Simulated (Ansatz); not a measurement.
## Liquid mixture of sulfolane and cyclohexane at 300 K (111 atoms): repeated cells from small to large

How do plane waves and support functions scale when liquid mixture of sulfolane and cyclohexane at 300 K (111 atoms) is repeated?

Main program and level: Ansatz 0.2.0; Kohn-Sham DFT, PBE+D4, PAW (set soft_2), plane waves.

Most raw output is cut from this account.

**1. The structure**

The cell holds 111 atoms: 32 C, 64 H, 10 O and 5 S. Cell: a = 10.479 Å, b = 10.479 Å, c = 10.479 Å, α = 90.0°, β = 90.0°, γ = 90.0°. 5 sulfolane, 2 cyclohexane placed at random, at 1.11 g/cm³; overlaps pushed apart, then 10 ps at 450 K with MMFF94 bonds, angles, torsions, charges and radii (Halgren, J. Comput. Chem. 17, 490 (1996)) in harmonic and 12-6 forms. Snapshot after 20 ps at 300 K and fixed volume.

Before any run, some limits are plain. The network of contacts between molecules at the start is that of the classical potential that made the cell, and needn't be the one that DFT or experiment would give. The density was typed from a rule of thumb and may lie off the real one at this temperature.

**2. Plane waves, typed cell on a dense mesh**

The typed cell on a k-mesh is the yardstick: it samples like Γ on the cell repeated as often as the mesh has points along each axis. Its own convergence isn't tested.

The input, input.yaml:

```yaml
crystal:
  lattice:
    - [10.47884, 0.0, 0.0]
    - [0.0, 10.47884, 0.0]
    - [0.0, 0.0, 10.47884]
  atoms:
    - { symbol: C, position: [0.09745, 0.65618, 0.66134] }
    - { symbol: C, position: [0.0032, 0.75669, 0.69333] }
    - { symbol: C, position: [0.9913, 0.86942, 0.59496] }
    - { symbol: C, position: [0.95963, 0.8066, 0.4656] }
    - { symbol: C, position: [0.06748, 0.70726, 0.43499] }
    - { symbol: C, position: [0.0654, 0.60302, 0.52927] }
    - { symbol: H, position: [0.19039, 0.70184, 0.66734] }
    - { symbol: H, position: [0.09767, 0.58115, 0.73392] }
    - { symbol: H, position: [0.90851, 0.71312, 0.6984] }
    - { symbol: H, position: [0.02037, 0.80118, 0.78588] }
    - { symbol: H, position: [0.08099, 0.91797, 0.5855] }
    - { symbol: H, position: [0.92523, 0.94409, 0.62306] }
    - { symbol: H, position: [0.87338, 0.76692, 0.47093] }
    - { symbol: H, position: [0.95947, 0.88249, 0.39271] }
    - { symbol: H, position: [0.06235, 0.68534, 0.3338] }
    - { symbol: H, position: [0.15966, 0.76887, 0.43793] }
    - { symbol: H, position: [0.14271, 0.53788, 0.50155] }
    - { symbol: H, position: [0.97609, 0.54401, 0.52401] }
    - { symbol: C, position: [0.54802, 0.96791, 0.46646] }
    - { symbol: C, position: [0.40535, 0.97969, 0.50457] }
    - { symbol: C, position: [0.38888, 0.93902, 0.6436] }
    - { symbol: C, position: [0.47083, 0.01149, 0.72971] }
    - { symbol: C, position: [0.60921, 0.99288, 0.7021] }
    - { symbol: C, position: [0.6368, 0.03608, 0.56694] }
    - { symbol: H, position: [0.57367, 0.8664, 0.47099] }
    - { symbol: H, position: [0.55847, 0.0026, 0.36831] }
    - { symbol: H, position: [0.36394, 0.07837, 0.48333] }
    - { symbol: H, position: [0.34304, 0.90874, 0.45712] }
    - { symbol: H, position: [0.40624, 0.83473, 0.65204] }
    - { symbol: H, position: [0.29212, 0.9432, 0.66062] }
    - { symbol: H, position: [0.4519, 0.11304, 0.73019] }
    - { symbol: H, position: [0.44961, 0.97969, 0.825] }
    - { symbol: H, position: [0.66458, 0.06641, 0.7607] }
    - { symbol: H, position: [0.64311, 0.8976, 0.72513] }
    - { symbol: H, position: [0.73559, 0.02258, 0.54204] }
    - { symbol: H, position: [0.61452, 0.1388, 0.56662] }
    - { symbol: O, position: [0.49967, 0.54826, 0.62108] }
    - { symbol: S, position: [0.49674, 0.57003, 0.48692] }
    - { symbol: O, position: [0.41691, 0.66714, 0.42676] }
    - { symbol: C, position: [0.44774, 0.42485, 0.42136] }
    - { symbol: C, position: [0.52028, 0.41786, 0.30183] }
    - { symbol: C, position: [0.65465, 0.45587, 0.33331] }
    - { symbol: C, position: [0.64761, 0.5751, 0.40907] }
    - { symbol: H, position: [0.47108, 0.33999, 0.47966] }
    - { symbol: H, position: [0.34712, 0.42882, 0.4078] }
    - { symbol: H, position: [0.51575, 0.3265, 0.25244] }
    - { symbol: H, position: [0.47853, 0.48758, 0.24073] }
    - { symbol: H, position: [0.70304, 0.38198, 0.39862] }
    - { symbol: H, position: [0.70147, 0.47727, 0.24367] }
    - { symbol: H, position: [0.7257, 0.58133, 0.47801] }
    - { symbol: H, position: [0.64112, 0.65293, 0.33894] }
    - { symbol: O, position: [0.82923, 0.73147, 0.2188] }
    - { symbol: S, position: [0.73983, 0.77558, 0.126] }
    - { symbol: O, position: [0.62647, 0.70471, 0.08908] }
    - { symbol: C, position: [0.82218, 0.82495, 0.98691] }
    - { symbol: C, position: [0.81797, 0.96758, 0.99681] }
    - { symbol: C, position: [0.69623, 0.0103, 0.06039] }
    - { symbol: C, position: [0.68389, 0.9263, 0.17709] }
    - { symbol: H, position: [0.92547, 0.79591, 0.99127] }
    - { symbol: H, position: [0.7595, 0.78832, 0.90875] }
    - { symbol: H, position: [0.88742, 0.99545, 0.06385] }
    - { symbol: H, position: [0.83378, 0.01131, 0.90454] }
    - { symbol: H, position: [0.70306, 0.11048, 0.08938] }
    - { symbol: H, position: [0.61578, 0.99853, 0.99927] }
    - { symbol: H, position: [0.74075, 0.97512, 0.24486] }
    - { symbol: H, position: [0.5832, 0.91874, 0.20274] }
    - { symbol: O, position: [0.3739, 0.94457, 0.05714] }
    - { symbol: S, position: [0.2777, 0.85969, 0.00304] }
    - { symbol: O, position: [0.17689, 0.91604, 0.92902] }
    - { symbol: C, position: [0.21602, 0.77146, 0.12978] }
    - { symbol: C, position: [0.25886, 0.63403, 0.10174] }
    - { symbol: C, position: [0.27224, 0.62056, 0.95404] }
    - { symbol: C, position: [0.3561, 0.73242, 0.91889] }
    - { symbol: H, position: [0.26127, 0.812, 0.21793] }
    - { symbol: H, position: [0.11436, 0.77284, 0.131] }
    - { symbol: H, position: [0.346, 0.6187, 0.1569] }
    - { symbol: H, position: [0.19947, 0.5659, 0.14739] }
    - { symbol: H, position: [0.31114, 0.52629, 0.9242] }
    [... 27 atom lines left out ...]
    - { symbol: H, position: [0.01104, 0.21564, 0.12193] }
    - { symbol: H, position: [0.13317, 0.31303, 0.06576] }
    - { symbol: H, position: [0.19874, 0.0982, 0.14328] }
    - { symbol: H, position: [0.26291, 0.22699, 0.2397] }
    - { symbol: H, position: [0.0342, 0.05308, 0.28073] }
    - { symbol: H, position: [0.16848, 0.06547, 0.38202] }
kpoints:
  mp_grid: { grid: [2, 2, 2] }
hamiltonian:
  xc: pbe
  dispersion: d4
scf:
  occupations: { method: fixed }
output:
  forces: true
  stress: true
  populations: true
  dos:
    method: { smearing: { sigma: 0.15 } }
    de: 0.1
    projected: { site_lists: { C: [C], H: [H], O: [O], S: [S] } }
  eigenvalues: true
```

Run with:

```
> ansatz run input.yaml --threads 32 --pin off --max-ram 143360MiB --backend cuda --events-out ev --progress --plain --runs-dir out
```

Wall time 2.9 s (1 × NVIDIA GB200 with 32 threads of Arm Neoverse V2, shared host); peak memory 1.9 GiB.

That memory is the host's; the program planned up to 24.1 GiB on the GPU. Forces of this run were stored rounded, and per-atom blocks of the log weren't kept.

Numbers from this run:

```yaml
free_energy: -19237.9851 eV
free_energy_per_atom: -173.3152 eV/atom
scf_cycles: 10
pressure: 4.139 GPa
r_m_s_force_component: 0.9079 eV/Å
longest_force: 5.146 eV/Å
fermi_energy: -1.122 eV
spacing_of_highest_filled_and_lowest_empty_level: 5.403 eV
spilling_of_the_projection: 0.01673
```

The r.m.s. force component of 0.91 eV/Å sets the scale for the differences below.

**3. Plane waves, 111 atoms**

The typed cell is solved at Γ alone, the coarsest sampling of the series.

input.yaml, the sections that differ from step 2:

```yaml
kpoints:
  mp_grid: { grid: [1, 1, 1] }
output:
  forces: true
  eigenvalues: true
# crystal, hamiltonian, scf: as in step 2
```

Wall time 2 s (1 × NVIDIA GB200 with 32 threads); peak memory 1.2 GiB.

That memory is the host's; the program planned up to 3.7 GiB on the GPU.

The energy lies 0.0319 meV/atom above the dense-mesh reference.

**4. Support functions, 111 atoms**

The typed cell is solved at Γ alone, now in support functions.

This step: Kohn-Sham DFT, PBE+D4, PAW (set soft_2), localised support functions (medium) (Ansatz 0.2.0).

input.yaml, as its differences from that of step 3:

```diff
@@ -14,2 +14,4 @@
   occupations: { method: fixed }
+  eigensolver: { kind: { support_functions: { accuracy: medium } } }
+  max_iter: 150
 output:
```

Run time: 4 s. Hardware: 1 × NVIDIA GB200 with 32 threads; peak memory 1.1 GiB.

That memory is the host's; the program planned up to 2.6 GiB on the GPU.

The program notes that the band table was not solved further than the SCF left it and it switched symmetry off.

The energy lies 3.57 meV/atom below the dense-mesh reference, and 3.6 meV/atom below plane waves of the same size, an offset between the two bases that leaves the sampling error alike.

**5. Plane waves, 888 atoms**

The cell is repeated and solved at Γ in plane waves, whose cost grows towards the cube of the size.

This step: Kohn-Sham DFT, PBE+D4, PAW (set soft_2), plane waves (Ansatz 0.2.0).

input.yaml, the sections that differ from step 4:

```yaml
crystal:
  lattice:
    - [10.47884, 0.0, 0.0]
    - [0.0, 10.47884, 0.0]
    - [0.0, 0.0, 10.47884]
  atoms:
    [... the 111 atom lines of step 2 ...]
  supercell: [2, 2, 2]
scf:
  occupations: { method: fixed }
# kpoints, hamiltonian, output: as in step 4
```

Wall time 10 s (1 × NVIDIA GB200 with 32 threads); peak memory 2.4 GiB.

That memory is the host's; the program planned up to 40.3 GiB on the GPU.

This repeat at Γ samples the very k-points of the reference's mesh, so the two must agree.

The energy lies 0 meV/atom below the dense-mesh reference.

**6. Support functions, 888 atoms**

The repeated cell is solved at Γ in support functions.

This step: Kohn-Sham DFT, PBE+D4, PAW (set soft_2), localised support functions (medium) (Ansatz 0.2.0).

input.yaml, as its differences from that of step 5:

```diff
@@ -15,2 +15,5 @@
   occupations: { method: fixed }
+  eigensolver: { kind: { support_functions: { accuracy: medium } } }
+  mixing: { beta: 0.4 }
+  max_iter: 150
 output:
```

Wall time 14 s (1 × NVIDIA GB200 with 32 threads); peak memory 2.6 GiB; 3 min of CPU time.

That memory is the host's; the program planned up to 13 GiB on the GPU.

It converged in 13 SCF cycles; the log is left out.

The energy lies 3.67 meV/atom below the dense-mesh reference, and 3.7 meV/atom below plane waves of the same size, an offset between the two bases that leaves the sampling error alike.

**7. Support functions, 2997 atoms**

input.yaml, the sections that differ from step 6:

```yaml
crystal:
  lattice:
    - [10.47884, 0.0, 0.0]
    - [0.0, 10.47884, 0.0]
    - [0.0, 0.0, 10.47884]
  atoms:
    [... the 111 atom lines of step 2 ...]
  supercell: [3, 3, 3]
scf:
  occupations: { method: fixed }
  eigensolver: { kind: { support_functions: { accuracy: medium } } }
  mixing: { beta: 0.2 }
  max_iter: 150
# kpoints, hamiltonian, output: as in step 6
```

Elapsed: 50 s, on 1 × NVIDIA GB200 with 32 threads; peak memory 7.2 GiB.

That memory is the host's; the program planned up to 42.5 GiB on the GPU.

It converged in 17 SCF cycles; the log is left out.

The energy lies 3.67 meV/atom below the dense-mesh reference.

**8. Truncated density matrix, 2997 atoms**

Cutting the density matrix at a range is meant to remove the step that grows fastest with size; it needs a cell with a gap.

This step: Kohn-Sham DFT, PBE+D4, PAW (set soft_2), localised support functions (medium), truncated density matrix (Ansatz 0.2.0).

input.yaml, the sections that differ from step 7:

```yaml
scf:
  occupations: { method: fixed }
  eigensolver:
    kind:
      support_functions: { accuracy: medium, density_matrix: { truncated: {} } }
    mixed_precision: true
  mixing: { beta: 0.2 }
  max_iter: 150
output:
  forces: true
# crystal, kpoints, hamiltonian: as in step 7
```

Run time: 53 s. Hardware: 1 × NVIDIA GB200 with 32 threads; peak memory 7.1 GiB.

That memory is the host's; the program planned up to 45.5 GiB on the GPU.

The program notes that the search for missed states was only partial.

The energy lies 3.67 meV/atom below the dense-mesh reference.

**9. Support functions, 7104 atoms**

This step: Kohn-Sham DFT, PBE+D4, PAW (set soft_2), localised support functions (medium) (Ansatz 0.2.0).

input.yaml, the sections that differ from step 8:

```yaml
crystal:
  lattice:
    - [10.47884, 0.0, 0.0]
    - [0.0, 10.47884, 0.0]
    - [0.0, 0.0, 10.47884]
  atoms:
    [... the 111 atom lines of step 2 ...]
  supercell: [4, 4, 4]
scf:
  occupations: { method: fixed }
  eigensolver: { kind: { support_functions: { accuracy: medium } } }
  mixing: { beta: 0.2 }
  max_iter: 150
# kpoints, hamiltonian, output: as in step 8
```

Elapsed: 2.4 min, on 1 × NVIDIA GB200 with 32 threads; peak memory 16 GiB; 28 min of CPU time.

That memory is the host's; the program planned up to 111 GiB on the GPU.

It converged in 17 SCF cycles; the log is left out.

The energy lies 3.67 meV/atom below the dense-mesh reference.

**10. Truncated density matrix, 7104 atoms**

This step: Kohn-Sham DFT, PBE+D4, PAW (set soft_2), localised support functions (medium), truncated density matrix (Ansatz 0.2.0).

input.yaml, the sections that differ from step 9:

```yaml
scf:
  occupations: { method: fixed }
  eigensolver:
    kind:
      support_functions: { accuracy: medium, density_matrix: { truncated: {} } }
    mixed_precision: true
  mixing: { beta: 0.2 }
  max_iter: 150
# crystal, kpoints, hamiltonian, output: as in step 9
```

The job ended after 2.2 min (1 × NVIDIA GB200 with 32 threads; peak memory 16 GiB; 28 min of CPU time).

That memory is the host's; the program planned up to 124 GiB on the GPU.

It converged in 24 SCF cycles; the log is left out.

The energy lies 3.67 meV/atom below the dense-mesh reference.

**11. Truncated density matrix, 13875 atoms**

input.yaml, as its differences from that of step 10:

```diff
@@ -7,3 +7,3 @@
     [... the 111 atom lines of step 2 ...]
-  supercell: [4, 4, 4]
+  supercell: [5, 5, 5]
 kpoints:
```

It took 5.3 min on 1 × NVIDIA GB200 with 32 threads; peak memory 28 GiB.

That memory is the host's; the program planned up to 171 GiB on the GPU.

The energy lies 3.67 meV/atom below the dense-mesh reference.

**12. Scaling with size**

Differences are against the typed cell on a 2×2×2 mesh, which samples like Γ on 888 atoms (r.m.s. force component 0.908 eV/Å, gap 5.40 eV). Every repeated cell is solved at Γ, and forces are averaged over the copies of each atom. Hardware: 1 × NVIDIA GB200 with 32 threads of Arm Neoverse V2, shared host.

| atoms | repeats | basis | Δ force, r.m.s. (meV/Å) | Δ energy (meV/atom) | less plane waves of the same size (meV/atom) | gap (eV) | spread among copies (meV/Å) | SCF cycles | time | host memory (GiB) | planned on the GPU (GiB) |
| --- | --- | --- | --- | --- | --- | --- | --- | --- | --- | --- | --- |
| 111 | 1×1×1 | plane waves | 3.14 | 0.0319 | - | 5.42 | - | 11 | 2 s | 1.2 | 3.7 |
| 111 | 1×1×1 | support functions | 6.50 | -3.57 | -3.6 | 5.42 | - | 14 | 4 s | 1.1 | 2.6 |
| 888 | 2×2×2 | plane waves | 0.017 | 0 | - | 5.40 | 0 | 12 | 10 s | 2.4 | 40 |
| 888 | 2×2×2 | support functions | 5.72 | -3.67 | -3.7 | 5.40 | 0.17 | 13 | 14 s | 2.6 | 13 |
| 2997 | 3×3×3 | support functions | 5.64 | -3.67 | - | 5.41 | 0.11 | 17 | 50 s | 7.2 | 42 |
| 2997 | 3×3×3 | truncated density matrix | 5.64 | -3.67 | - | - | 0.076 | 24 | 53 s | 7.1 | 46 |
| 7104 | 4×4×4 | support functions | 5.63 | -3.67 | - | 5.40 | 0.1 | 17 | 2.4 min | 16 | 111 |
| 7104 | 4×4×4 | truncated density matrix | 5.62 | -3.67 | - | - | 0.078 | 24 | 2.2 min | 16 | 124 |
| 13875 | 5×5×5 | truncated density matrix | 5.6 | -3.67 | - | - | 0.11 | 25 | 5.3 min | 28 | 171 |

**13. What the reference run shows**

The comparisons rest on this run, so its electronic structure is set out here.

Length of the force by element:

| element | coordination | atoms | mean length of the force (eV/Å) | spread | least | most |
| --- | --- | --- | --- | --- | --- | --- |
| C | all | 32 | 1.82 | 0.944 | 0.376 | 5.15 |
| H | all | 64 | 0.965 | 0.672 | 0.173 | 4.30 |
| O | all | 10 | 1.59 | 0.913 | 0.439 | 3.49 |
| S | all | 5 | 1.83 | 0.509 | 1.14 | 2.67 |

Löwdin charges by element (they lack the spilled electrons, 0.043 e an atom on average):

| element | coordination | atoms | mean charge (e) | spread | least | most |
| --- | --- | --- | --- | --- | --- | --- |
| C | all | 32 | -0.333 | 0.0954 | -0.498 | -0.247 |
| H | all | 64 | 0.192 | 0.0248 | 0.139 | 0.235 |
| O | all | 10 | -0.755 | 0.009 | -0.770 | -0.744 |
| S | all | 5 | 2.13 | 0.011 | 2.12 | 2.15 |

States in the cell by windows of 1 eV, zero at the Fermi level; some projections on atomic orbitals stand beside the total:

| from (eV) | to (eV) | total | C p | H s | O p | C s |
| --- | --- | --- | --- | --- | --- | --- |
| -10 | -9 | 0.5 | 0.1 | 0.1 | 0.0 | 0.1 |
| -9 | -8 | 21.3 | 6.7 | 5.4 | 0.6 | 6.2 |
| -8 | -7 | 8.9 | 3.0 | 2.3 | 0.5 | 1.7 |
| -7 | -6 | 19.8 | 9.5 | 3.1 | 2.9 | 0.4 |
| -6 | -5 | 15.0 | 7.6 | 3.2 | 2.1 | 0.3 |
| -5 | -4 | 37.1 | 16.0 | 6.6 | 8.5 | 0.7 |
| -4 | -3 | 17.2 | 10.0 | 4.6 | 1.8 | 0.3 |
| -3 | -2 | 38.6 | 25.9 | 8.4 | 3.2 | 0.4 |
| -2 | -1 | 36.3 | 10.2 | 6.4 | 18.3 | 0.2 |
| -1 | 0 | 24.3 | 10.0 | 3.7 | 9.7 | 0.2 |
| 0 | 1 | 0.9 | 0.6 | 0.2 | 0.1 | 0.0 |
| 1 | 5 | 0.0 | 0.0 | 0.0 | 0.0 | 0.0 |

With fixed occupations the program's Fermi level is the highest filled level; weight inside the gap is the broadening of levels at its edges.

Between -23 and -10 eV lie 62 more states.

Not all projections were asked for or kept, so they needn't add up to the total.

The levels nearest the highest filled one (over half full), pooled over k-points and spins:

| level less the highest filled one (eV) | occupation |
| --- | --- |
| -0.0325 | 2 |
| -0.031 | 2 |
| -0.005 | 2 |
| -0.0021 | 2 |
| -7.0e-4 | 2 |
| 0 | 2 |
| 5.40 | 0 |
| 5.42 | 0 |
| 5.43 | 0 |
| 5.46 | 0 |
| 5.48 | 0 |
| 5.49 | 0 |

Mean Löwdin charges: C -0.33, H +0.19, O -0.76, S +2.13 e (they miss 1.7 % of the electrons, so they add up to more than the cell's charge).

**14. Summary of results**

| Quantity | Value |
| --- | --- |
| free energy per atom | -173.3152 eV/atom |
| pressure | 4.139 GPa |
| r.m.s. force component | 0.9079 eV/Å |
| gap (highest filled to lowest empty level) | 5.403 eV |
| wall time of the 10 DFT runs | 12 min |

What this shows: Repeating the cell at Γ samples more k-points: in plane waves the energy difference from the dense mesh goes from 0.0319 meV/atom at 111 atoms to 0 at 888, and the force difference from 3.1 to 0.017 meV/Å; the gap goes from 5.42 to 5.40 eV. With plane waves, the time grows as the 0.8 power of the atom count between the two largest sizes, 111 and 888 atoms. The smaller run is short enough for fixed overheads to flatten this slope. With support functions, the time grows as the 1.2 power of the atom count between the two largest sizes, 2997 and 7104 atoms. With the truncated density matrix, the time grows as the 1.3 power of the atom count between the two largest sizes, 7104 and 13875 atoms. At 7104 atoms truncation (run in mixed precision) changes the energy by +0.0001 meV/atom and takes 0.93 times the time of the full density matrix. At equal size the support functions lie 3.6 to 3.7 meV/atom below plane waves, likely because their grid holds more waves than 420 eV; no run tests this. Support functions take 2.0 times the time of plane waves at 111 atoms and 1.3 times at 888, so no crossover is reached among the sizes that both ran.

Filled and empty levels are parted by 5.40 eV (on the run's k-points); a semilocal functional tends to put such gaps too low. In a disordered cell it changes from sample to sample and from frame to frame.

Caveats: The force components of 0.91 eV/Å r.m.s. come partly from thermal motion and partly from the difference between the classical potential and DFT, above all in bond lengths inside molecules. The pressure of 4.1 GPa is that of one thermal frame, in which the classical model's bond lengths enter as well as the volume, without the kinetic term and with the strain of bonds inside molecules.

[Logs are printed without paths, hosts, clocks, repeated set-up lines and the standing remarks that a program may print on its own settings, such as how far it seeks lower states.]

[Hosts, paths, dates, database ids (printed as entryN), source tags and the programs' standing remarks are cut or masked in the printed files.]

[The MMFF94 radii named for the starting cell were scaled by 0.96; in molecules described by MMFF94, hydrogen bound to N, O or S took a small fixed 12-6 site in their place.]
